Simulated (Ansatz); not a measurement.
# LuBH6 (built on the sites of a database entry of LaAlH6): phonons and vibrational spectra, part 2 of 2

Wanted: vibrations and spectra of LuBH6 (built on the sites of a database entry of LaAlH6); the cell is already relaxed. After the zone centre comes a 2×2×2 q mesh on a 10×10×10 k mesh.

Ansatz 0.2.0; DFT PBEsol, scalar-relativistic, plane waves, PAW.

So far. Step 2 (Linear response at the zone centre): Before it was imposed, the acoustic sum rule was missed by 1.4e-5 eV/Å². Small misses are needed for a sound result but don't prove that mesh and cutoff are converged. The lowest optical mode is imaginary, 56.3i cm⁻¹, so the energy falls along it.

The structure was built from a prototype and need not be the compound's stable phase.

## Step 3: Response at finite wavevector

Stability and thermal properties need the whole zone. Linear response on a 2×2×2 q mesh gives force constants as far as a supercell of that size would.

Input file input.yaml:

```yaml
crystal:
  lattice:
    - [2.9086897087, 1.6793343249, 1.7438125415]
    - [-2.9086897087, 1.6793343249, 1.7438125415]
    - [0.0, -3.358664034, 1.7438169867]
  atoms:
    - { symbol: Lu, position: [0.5, 0.5, 0.5] }
    - { symbol: B, position: [0.0, 0.0, 0.0] }
    - { symbol: H, position: [0.9288845314, 0.2703625164, 0.2703625164] }
    - { symbol: H, position: [0.2703625164, 0.9288845314, 0.2703625164] }
    - { symbol: H, position: [0.2703625164, 0.2703625164, 0.9288845314] }
    - { symbol: H, position: [0.0711154686, 0.7296374836, 0.7296374836] }
    - { symbol: H, position: [0.7296374836, 0.0711154686, 0.7296374836] }
    - { symbol: H, position: [0.7296374836, 0.7296374836, 0.0711154686] }
kpoints:
  mp_grid: { grid: [10, 10, 10] }
hamiltonian:
  xc: pbesol
scf:
  occupations: { method: methfessel_paxton, width: 0.15 }
output:
  eigenvalues: true
phonons:
  method: dfpt
  qmesh: [2, 2, 2]
  temperatures: { t_max: 1000, t_step: 50 }
  qpath:
    path:
      - [[0.0, 0.0, 0.0], [0.5, 0.0, 0.0], [0.5, -0.5, 0.5], [0.34637803, -0.65362197, 0.34637803]]
      - [[0.34637803, 0.34637803, 0.34637803], [0.0, 0.0, 0.0], [0.5, -0.5, 0.0]]
    npoints: 10
```

Started as:

```console
$ ansatz run input.yaml --threads 8 --pin off --max-ram 14336MiB --backend cpu --events-out ev --progress --plain --runs-dir out
```

Numbers of over 12 decimals in the logs are rounded to 6 here.

What it wrote:

```text
Warning: phonons: the dynamical matrix that this run interpolates holds no multipole term above the dipole-dipole one, and a site of this crystal is no centre of inversion, so its interpolated transverse optical and acoustic branches and sound speeds can stay off near Gamma, and the density of states and the thermodynamics with them. What a run solves at a wave vector of phonons.qpoints, Gamma apart, where the deck admits one, is free of this, and under fd what a larger phonons.supercell samples
[...]
Crystal: 8 atoms, lattice volume = 51.108 Å³
Basis set: ecut = 420 eV, 983 PW (Γ), exchange–correlation on 54×54×54 points (8 copies of the dense FFT grid, shifted against one another)
Bands: 25, of which v1, the nominal top of the filled ones, is band 17 counted from 1 (16 counted from 0)
Symmetry: 12 space group operations
k-points: 116 of 1000
[...]
SCF iter   1: F=—  HF=-14858.753332 eV  |F-HF|=—  |Δ(HF+E_count)|=         —  Δρ=6.83e-3  dr2=3.33e-2  ethr=1.77e-3  ⟨swp⟩=5.7  Hψ=15598  notcnv=0  defer=1
[...]
SCF iter   9: F=-14858.742776 eV  HF=-14858.742776 eV  |F-HF|=0.00e0  |Δ(HF+E_count)|=  5.46e-11  S|Δr|=    0.00e0  Δρ=4.30e-8  dr2=3.20e-13  ethr=1.00e-12  ⟨swp⟩=14.0  Hψ=21501  notcnv=0
SCF 1 converged in 9 iterations: F = -14858.742776 eV  dr2 = 3.20e-13
[...]
iter 1 solved again at ethr=3.24e-8 eV; its pass at ethr=3.10e-3 eV (dr2=1.10e-5 eV) is discarded
SCF iter   1: F=—  HF=-14858.742776 eV  |F-HF|=—  |Δ(HF+E_count)|=         —  Δρ=7.21e-7  dr2=1.29e-10  ethr=3.24e-8  ⟨swp⟩=5.0  Hψ=26967  notcnv=0
eigensolver tolerance schedule: the retry pair's looser diagonalisation over-reported the residual by 85085.01 of it (diagonalisation noise at 7.95 of the residual, at the tolerance the schedule requests for it); recorded, not acted on — ethr = c·dr2/N_el stays at c = 1.0e-1
[...]
SCF iter   2: F=—  HF=-14858.742776 eV  |F-HF|=—  |Δ(HF+E_count)|=   3.34e-9  S|Δr|=    0.00e0  Δρ=3.80e-7  dr2=3.85e-11  ethr=1.00e-12  ⟨swp⟩=4.7  Hψ=9374  notcnv=0
[...]
SCF iter   4: F=-14858.742776 eV  HF=-14858.742776 eV  |F-HF|=5.46e-12  |Δ(HF+E_count)|=  1.82e-12  S|Δr|=    0.00e0  Δρ=1.66e-7  dr2=5.82e-12  ethr=1.00e-12  ⟨swp⟩=5.9  Hψ=11677  notcnv=0
SCF 2 converged in 4 iterations: F = -14858.742776 eV  dr2 = 5.82e-12
phonons: the bands overlap, so this run is a metal and interpolates without the dipole-dipole term. If the crystal is really an insulator or semiconductor, its LO-TO splitting is missing
NSCF: frozen V_eff on 116 k-points
WARN: eigensolver did not converge in 29 slots of this pass, the one above among them; of largest residual over every band (k=111): 1 band(s) unlocked (lowest unlocked band 24, counted from 0; max residual 1.10e-1 eV among the unlocked bands, 1.10e-1 eV over every band); of lowest unlocked band (k=1): band 24
[...]
DFPT response loops at q = (0, 0, 0) (fractional): preconditioner auto → Kerker (q_TF=auto, 2.549 Å⁻¹) (partly filled bands, converged f_vac=0.000); β = 1.00, the filter's whole step (`scf.mixing.beta` (0.50) is not read by the response loops under this deck's `scf.mixing.preconditioner`; to damp them name `kerker` or `kerker_dos`, under which they read `scf.mixing.beta`, and type it under 1.00, their step now; both keys bind the ground state too); Broyden in place of MSR1
[...]
SCF converged after 9 iterations
[...]
Free energy (F): -14858.742776 eV
[...]
Internal energy: -14858.742798 eV  (E = F + TS)
E sigma→0 (E₀):  -14858.742782 eV
Entropy (-TS):   0.000022 eV (0.003 meV/atom)
Fermi energy:    9.971526 eV
[...]
--- Band table (eV; the first three rows and the last of 116) ---
  k-point 0: bands = [... 13 lower, 5.9283, 5.9283, 6.6804, 6.6804, 9.4880, 13.0288, 13.0288, 15.3088, ... 4 higher]
  k-point 1: bands = [... 13 lower, 5.7086, 5.7500, 7.0576, 7.1686, 9.7689, 12.9698, 13.1970, 15.5215, ... 4 higher]
  k-point 2: bands = [... 13 lower, 5.4380, 5.5573, 7.7947, 7.8776, 10.4264, 12.8520, 13.6612, 15.4406, ... 4 higher]
  k-point 115: bands = [... 13 lower, 5.2750, 5.3255, 6.6535, 6.6535, 13.7723, 14.2020, 14.2020, 15.0963, ... 4 higher]
--- Phonons (Γ-DFPT): 6 representative perturbations + reference (Σ response iterations 21) ---
  ASR residual: 1.490e-5 → 0.000e0 eV/Å²; symmetrization residual: 1.480e-6 eV/Å²
[...]
--- Phonons (arbitrary-q DFPT): 4 irreducible q on the 2×2×2 mesh ---
  q = [0.0000, 0.0000, 0.0000] (star 1, of the zone-centre solve; hermiticity 1.22e-7, symmetrization 6.11e-8): -56.33 -0.00 0.00 0.00 219.25 219.25 440.55 607.57 617.82 617.82 837.70 872.75 872.75 1178.23 1178.23 1193.16 1193.16 1209.59 1209.59 1348.04 1348.04 1381.37 1456.60 1827.43
  q = [0.0000, 0.0000, -0.5000] (star 3, 12 solved perturbations in 4050 linear systems a pass and spin channel, the states on 504 of 1000 k-point pairs; hermiticity 3.74e-8, symmetrization 3.99e-13): 59.81 83.37 146.53 299.68 300.77 367.96 496.35 694.51 702.26 757.15 823.07 850.42 976.94 1080.68 1108.80 1163.19 1194.53 1260.90 1277.88 1299.37 1364.99 1431.21 1557.41 1776.81
  q = [0.0000, -0.5000, -0.5000] (star 3, 9 solved perturbations on 504 of 1000 k-point pairs; hermiticity 8.42e-8, symmetrization 3.34e-8): 15.15 80.78 85.54 292.59 399.15 464.82 503.57 676.13 723.20 790.23 849.89 870.82 929.92 1093.52 1174.40 1200.30 1214.39 1233.11 1258.66 1351.21 1365.40 1434.99 1503.23 1786.72
[...]
sum rule: each row above includes the acoustic sum rule's correction from the zone centre's row sums; it moved no ω² by more than (1.62 cm⁻¹)²
  mesh force constants: q→R imaginary residual 3.90e-17; ASR residual 1.490e-5 → 0.000e0 eV/Å²; symmetrization residual 7.994e-15 eV/Å²
  interpolated dispersion: 52 rows × 24 modes
  density of states and harmonic sums: on the 18×18×18 q-mesh, interpolated from the force constants of a 2×2×2 supercell (no non-analytic term)
  largest difference from the sums on the solved wave vectors: F 4.76e-2 eV, S 8.95e-5 and C_V 4.18e-5 eV/K
  zero-point energy: 1.309858 eV/cell   skipped modes (ω ≤ 0): 14, of them read as no rigid motion or as one in doubt: 11 (1.355e-2 modes/cell left out, lowest -56.33 cm⁻¹)   left out of the sums: 5.86e-4 of the cell's modes: C_V's classical limit lies that fraction below 3 k_B per atom; for a crystal, a wire or a layer, F and S can be off by more, and a phonons.interpolated_qmesh denser along its periods is the remedy for the sampling
```

Wall time 4.5 min (8 threads of Arm Neoverse V1, shared host); peak memory 1.8 GiB.

This step gave:

```
sum-rule residual before enforcement                    : 1.49e-5 eV/Å²
lowest frequency on the path                            : -56.33 cm⁻¹
highest frequency on the path or at a solved wavevector : 1840 cm⁻¹
lowest optical zone-centre mode                         : -56.33 cm⁻¹
lowest mode on the q mesh (acoustic modes at Γ apart)   : -56.33 cm⁻¹
```

Frequencies (cm⁻¹) solved at each irreducible wavevector; negative means imaginary. Frequencies by wavevector, by row:

| q in reciprocal lattice units | star | mode 1 | mode 2 | mode 3 | mode 4 | mode 22 | mode 23 | mode 24 |
| --- | --- | --- | --- | --- | --- | --- | --- | --- |
| 0 0 0 | 1 | -56.3 | 0 | 0 | 0 | 1381 | 1457 | 1827 |
| 0 0 -0.5 | 3 | 59.8 | 83.4 | 146.5 | 299.7 | 1431 | 1557 | 1777 |
| 0 -0.5 -0.5 | 3 | 15.2 | 80.8 | 85.5 | 292.6 | 1435 | 1503 | 1787 |
| -0.5 -0.5 -0.5 | 1 | 93.8 | 93.8 | 145.7 | 387.4 | 1363 | 1553 | 1791 |

Interpolated from a 2×2×2 q mesh, rough between the solved points. The phonon branches at the labelled points (cm⁻¹):

| point | branch 1 | branch 2 | branch 3 | branch 4 | branch 21 | branch 22 | branch 23 | branch 24 |
| --- | --- | --- | --- | --- | --- | --- | --- | --- |
| Γ | -56 | 0 | 0 | 0 | 1348 | 1381 | 1457 | 1827 |
| halfway | 43 | 64 | 111 | 210 | 1354 | 1376 | 1504 | 1813 |
| L | 60 | 83 | 146 | 300 | 1365 | 1431 | 1557 | 1777 |
| halfway | 67 | 87 | 144 | 361 | 1401 | 1416 | 1536 | 1751 |
| T | 94 | 94 | 146 | 387 | 1363 | 1363 | 1553 | 1791 |
| halfway | 93 | 93 | 121 | 361 | 1375 | 1375 | 1544 | 1812 |
| P0 | 73 | 88 | 88 | 339 | 1388 | 1388 | 1532 | 1839 |
| jump to P2 | 73 | 88 | 88 | 339 | 1388 | 1388 | 1532 | 1839 |
| halfway | 70 | 70 | 138 | 303 | 1376 | 1376 | 1527 | 1806 |
| Γ | -56 | 0 | 0 | 0 | 1348 | 1381 | 1457 | 1827 |
| halfway | 39 | 65 | 82 | 247 | 1371 | 1396 | 1495 | 1815 |
| F | 15 | 81 | 86 | 293 | 1365 | 1435 | 1503 | 1787 |

Tetrahedra on a 18×18×18 mesh, mean over bins of 20 cm-1. Interpolated from a 2×2×2 q mesh, rough between the solved points. The phonon density of states by wavenumber; read off at these points:

| wavenumber (cm⁻¹) | phonon density of states (1/cm⁻¹/cell) |
| --- | --- |
| -50 | 8.0e-5 |
| 10 | 5.0e-4 |
| 50 | 0.0231 |
| 90 | 0.0501 |
| 110 | 0.0100 |
| 150 | 0.00684 |
| 210 | 0.00103 |
| 250 | 0.00524 |
| 310 | 0.0188 |
| 370 | 0.0232 |
| 410 | 0.00376 |
| 470 | 0.0205 |
| 510 | 0.00522 |
| 570 | 0.00114 |
| 610 | 1.8e-4 |
| 670 | 0.0179 |
| 730 | 0.0164 |
| 770 | 0.0157 |
| 830 | 0.0404 |
| 870 | 0.0125 |
| 930 | 0.00882 |
| 970 | 0.0055 |
| 1030 | 0.00183 |
| 1070 | 0.00726 |
| 1130 | 0.0189 |
| 1190 | 0.0542 |
| 1230 | 0.0239 |
| 1270 | 0.0452 |
| 1290 | 0.0201 |
| 1330 | 0.0169 |
| 1370 | 0.0358 |
| 1390 | 0.0287 |
| 1430 | 0.0128 |
| 1490 | 0.00401 |
| 1550 | 0.00708 |
| 1590 | 0 |
| 1650 | 0 |
| 1690 | 0 |
| 1750 | 0.00306 |
| 1790 | 0.0162 |
| 1850 | 1.0e-5 |

The partial phonon density of states has structure finer than the step of the table below, so its rows give means over 50 cm⁻¹, whole bins alone (the curve runs from -66.3 to 1906 cm⁻¹). Peaks (cm⁻¹: height): B 367.8: 0.0144, 479.4: 0.0162, 665.5: 0.00225; H 479.4: 0.00704, 826.7: 0.0336, 1186.4: 0.0448, 1273.2: 0.0347, 1372.4: 0.0297, 1521.3: 0.0174, 1794.1: 0.0152; Lu 82.5: 0.0426.

Phonopy on the run's constants, 15x15x15 mesh, Gaussian sigma 14.1 cm-1. Interpolated from a 2×2×2 q mesh, rough between the solved points. Partial phonon density of states against wavenumber; means over each step; values in 1/cm⁻¹/cell:

| wavenumber (cm⁻¹) | B | H | Lu |
| --- | --- | --- | --- |
| 0 | 6.3e-5 | 5.1e-5 | 0.00135 |
| 50 | 4.8e-4 | 2.3e-4 | 0.0230 |
| 100 | 3.8e-4 | 2.7e-4 | 0.0269 |
| 150 | 7.0e-5 | 3.6e-4 | 0.00712 |
| 200 | 3.3e-4 | 8.2e-4 | 1.5e-4 |
| 250 | 0.00328 | 0.00245 | 1.3e-4 |
| 300 | 0.00974 | 0.00499 | 1.1e-4 |
| 350 | 0.0118 | 0.00533 | 1.1e-4 |
| 400 | 0.00657 | 0.00429 | 7.8e-5 |
| 450 | 0.00604 | 0.00480 | 3.8e-4 |
| 500 | 0.00996 | 0.00542 | 3.7e-4 |
| 550 | 2.2e-4 | 0.00189 | 4.0e-6 |
| 600 | 2.1e-4 | 8.8e-4 | 9.2e-7 |
| 650 | 0.00172 | 0.00930 | 1.8e-5 |
| 700 | 0.00167 | 0.0167 | 2.4e-5 |
| 750 | 9.3e-4 | 0.0155 | 1.2e-5 |
| 800 | 0.00127 | 0.0273 | 1.3e-5 |
| 850 | 0.00162 | 0.0234 | 1.7e-5 |
| 900 | 0.00128 | 0.00906 | 1.2e-5 |
| 950 | 7.3e-4 | 0.00589 | 1.0e-5 |
| 1000 | 1.9e-4 | 0.00290 | 1.3e-6 |
| 1050 | 1.3e-4 | 0.00467 | 0 |
| 1100 | 1.9e-4 | 0.0132 | 6.3e-6 |
| 1150 | 1.5e-4 | 0.0244 | 9.1e-6 |
| 1200 | 1.8e-4 | 0.0375 | 1.8e-5 |
| 1250 | 1.2e-4 | 0.0294 | 2.7e-6 |
| 1300 | 7.0e-5 | 0.0212 | 9.8e-6 |
| 1350 | 1.1e-4 | 0.0200 | 1.0e-6 |
| 1400 | 2.4e-4 | 0.0235 | 0 |
| 1450 | 7.7e-5 | 0.00499 | 0 |
| 1500 | 6.0e-5 | 0.00968 | 0 |
| 1550 | 3.2e-5 | 0.00946 | 0 |
| 1600 | 0 | 1.4e-4 | 0 |
| 1650 | 0 | 0 | 0 |
| 1700 | 0 | 5.7e-5 | 0 |
| 1750 | 2.9e-6 | 0.00485 | 0 |
| 1800 | 1.9e-5 | 0.0128 | 0 |
| 1850 | 3.1e-6 | 0.00221 | 0 |

Symmetry leaves 4 wavevectors to solve. The lowest mode among them, the acoustic zeros apart, lies at Γ and is imaginary, 56.3i cm⁻¹, so the energy falls along it.

## Step 4: Isotope substitution, element B, natural mass 10.81 amu

An isotope changes the mass and not the force constants, so no new electronic calculation is needed; the shifts show which modes move this element.

The same force constants with the mass of B changed from 10.810 to 10.013 u (phonopy, no LO-TO term). Both lists are sorted by frequency; levels can cross, so a row need not hold one and the same mode. Modes under 3 cm⁻¹ are left out. Isotope shifts, by row, the first 40 of 60 rows:

| q | rank | natural mass (cm⁻¹) | changed mass (cm⁻¹) |
| --- | --- | --- | --- |
| 0 0 0 | 1 | -56.33 | -56.33 |
| 0 0 0 | 5 | 219.2 | 224.1 |
| 0 0 0 | 6 | 219.2 | 224.1 |
| 0 0 0 | 7 | 440.6 | 454.8 |
| 0 0 0 | 8 | 607.6 | 609.8 |
| 0 0 0 | 9 | 617.8 | 626.3 |
| 0 0 0 | 10 | 617.8 | 626.3 |
| 0 0 0 | 11 | 837.7 | 837.7 |
| 0 0 0 | 12 | 872.8 | 872.8 |
| 0 0 0 | 13 | 872.8 | 872.8 |
| 0 0 0 | 14 | 1178 | 1179 |
| 0 0 0 | 15 | 1178 | 1179 |
| 0 0 0 | 16 | 1193 | 1193 |
| 0 0 0 | 17 | 1193 | 1193 |
| 0 0 0 | 18 | 1210 | 1210 |
| 0 0 0 | 19 | 1210 | 1210 |
| 0 0 0 | 20 | 1348 | 1348 |
| 0 0 0 | 21 | 1348 | 1348 |
| 0 0 0 | 22 | 1381 | 1381 |
| 0 0 0 | 23 | 1457 | 1458 |
| 0 0 0 | 24 | 1827 | 1827 |
| 0 0 -0.5 | 1 | 59.81 | 59.81 |
| 0 0 -0.5 | 2 | 83.37 | 83.37 |
| 0 0 -0.5 | 3 | 146.5 | 146.5 |
| 0 0 -0.5 | 4 | 299.7 | 300.8 |
| 0 0 -0.5 | 5 | 300.8 | 308.7 |
| 0 0 -0.5 | 6 | 368 | 379.8 |
| 0 0 -0.5 | 7 | 496.4 | 513.7 |
| 0 0 -0.5 | 8 | 694.5 | 694.5 |
| 0 0 -0.5 | 9 | 702.3 | 702.3 |
| 0 0 -0.5 | 10 | 757.1 | 760.7 |
| 0 0 -0.5 | 11 | 823.1 | 823.6 |
| 0 0 -0.5 | 12 | 850.4 | 856.8 |
| 0 0 -0.5 | 13 | 976.9 | 976.9 |
| 0 0 -0.5 | 14 | 1081 | 1085 |
| 0 0 -0.5 | 15 | 1109 | 1109 |
| 0 0 -0.5 | 16 | 1163 | 1163 |
| 0 0 -0.5 | 17 | 1195 | 1195 |
| 0 0 -0.5 | 18 | 1261 | 1261 |
| 0 0 -0.5 | 19 | 1278 | 1278 |

A mode of this element alone would shift by +3.90 %. The highest zone-centre frequency without the field goes from 1827.4 to 1827.4 cm⁻¹ (+0.0 %).

## Step 5: Isotope substitution, element H, natural mass 1.008 amu

The same for H, from 1.01 to 2.01 u.

The same force constants with the mass of H changed from 1.008 to 2.014 u (phonopy, no LO-TO term). Both lists are sorted by frequency; levels can cross, so a row need not hold one and the same mode. Modes under 3 cm⁻¹ are left out. Isotope shifts, by row, the first 40 of 60 rows:

| q | rank | natural mass (cm⁻¹) | changed mass (cm⁻¹) |
| --- | --- | --- | --- |
| 0 0 0 | 1 | -56.33 | -39.85 |
| 0 0 0 | 5 | 219.2 | 189.1 |
| 0 0 0 | 6 | 219.2 | 189.1 |
| 0 0 0 | 7 | 440.6 | 401 |
| 0 0 0 | 8 | 607.6 | 474.4 |
| 0 0 0 | 9 | 617.8 | 509.1 |
| 0 0 0 | 10 | 617.8 | 509.1 |
| 0 0 0 | 11 | 837.7 | 592.6 |
| 0 0 0 | 12 | 872.8 | 617.4 |
| 0 0 0 | 13 | 872.8 | 617.4 |
| 0 0 0 | 14 | 1178 | 838 |
| 0 0 0 | 15 | 1178 | 838 |
| 0 0 0 | 16 | 1193 | 848.7 |
| 0 0 0 | 17 | 1193 | 848.7 |
| 0 0 0 | 18 | 1210 | 855.7 |
| 0 0 0 | 19 | 1210 | 855.7 |
| 0 0 0 | 20 | 1348 | 953.7 |
| 0 0 0 | 21 | 1348 | 953.7 |
| 0 0 0 | 22 | 1381 | 977.2 |
| 0 0 0 | 23 | 1457 | 1042 |
| 0 0 0 | 24 | 1827 | 1293 |
| 0 0 -0.5 | 1 | 59.81 | 59.63 |
| 0 0 -0.5 | 2 | 83.37 | 83.22 |
| 0 0 -0.5 | 3 | 146.5 | 146.1 |
| 0 0 -0.5 | 4 | 299.7 | 213.1 |
| 0 0 -0.5 | 5 | 300.8 | 269.2 |
| 0 0 -0.5 | 6 | 368 | 336.3 |
| 0 0 -0.5 | 7 | 496.4 | 466.2 |
| 0 0 -0.5 | 8 | 694.5 | 492.7 |
| 0 0 -0.5 | 9 | 702.3 | 496.9 |
| 0 0 -0.5 | 10 | 757.1 | 575.8 |
| 0 0 -0.5 | 11 | 823.1 | 583.8 |
| 0 0 -0.5 | 12 | 850.4 | 662.5 |
| 0 0 -0.5 | 13 | 976.9 | 691.8 |
| 0 0 -0.5 | 14 | 1081 | 784.9 |
| 0 0 -0.5 | 15 | 1109 | 802.8 |
| 0 0 -0.5 | 16 | 1163 | 823.3 |
| 0 0 -0.5 | 17 | 1195 | 845.5 |
| 0 0 -0.5 | 18 | 1261 | 895.2 |
| 0 0 -0.5 | 19 | 1278 | 907.4 |

A mode of this element alone would shift by -29.26 %. The highest zone-centre frequency without the field goes from 1827.4 to 1292.8 cm⁻¹ (-29.3 %).

## Step 6: What came out

| Item | Value |
| --- | --- |
| space group (within 0.01 Å) | R-3m |
| volume per atom | 6.39 Å³ |
| electronic character | no gap on this mesh |
| highest optical mode at the zone centre (no LO-TO term) | 1827 cm⁻¹ |
| lowest optical zone-centre mode | -56.3 cm⁻¹ |
| lowest mode on the q mesh (acoustic modes at Γ apart) | -56.3 cm⁻¹ |
| highest frequency on the path or at a solved wavevector | 1840 cm⁻¹ |
| imaginary modes on the 2×2×2 q mesh | yes |

In words: Modes are clearly imaginary (beyond 10i cm⁻¹) at 1 of the 4 irreducible wavevectors, most at Γ (56.3i cm⁻¹), so this structure is not a minimum of the energy. The optical modes at Γ span -56 to 1827 cm⁻¹ (negative means imaginary). The highest mode in this list at Γ, 1827.4 cm⁻¹, is mostly motion of H (100 % of the kinetic energy). The q mesh stands for a supercell only 7.6 Å across, so branches between the solved wavevectors are rough. With no gap, or one that is small against the smearing, the frequencies hang on the k mesh and the smearing, most of all near Kohn anomalies. Spin-orbit coupling is left out, which can matter for the heavy elements here. A phonon run warned that its eigensolver left some bands unconverged in a pass. The starting cell was built on a prototype and not taken from a measurement, so the phase need not exist. These are harmonic frequencies at zero temperature: anharmonic shifts, linewidths and thermal expansion are left out.

[Logs are printed without paths, hosts, clocks, repeated set-up lines and the standing remarks that a program may print on its own settings, such as how far it seeks lower states.]

[Hosts, paths, dates, database ids (printed as entryN), source tags and the programs' standing remarks are cut or masked in the printed files.]
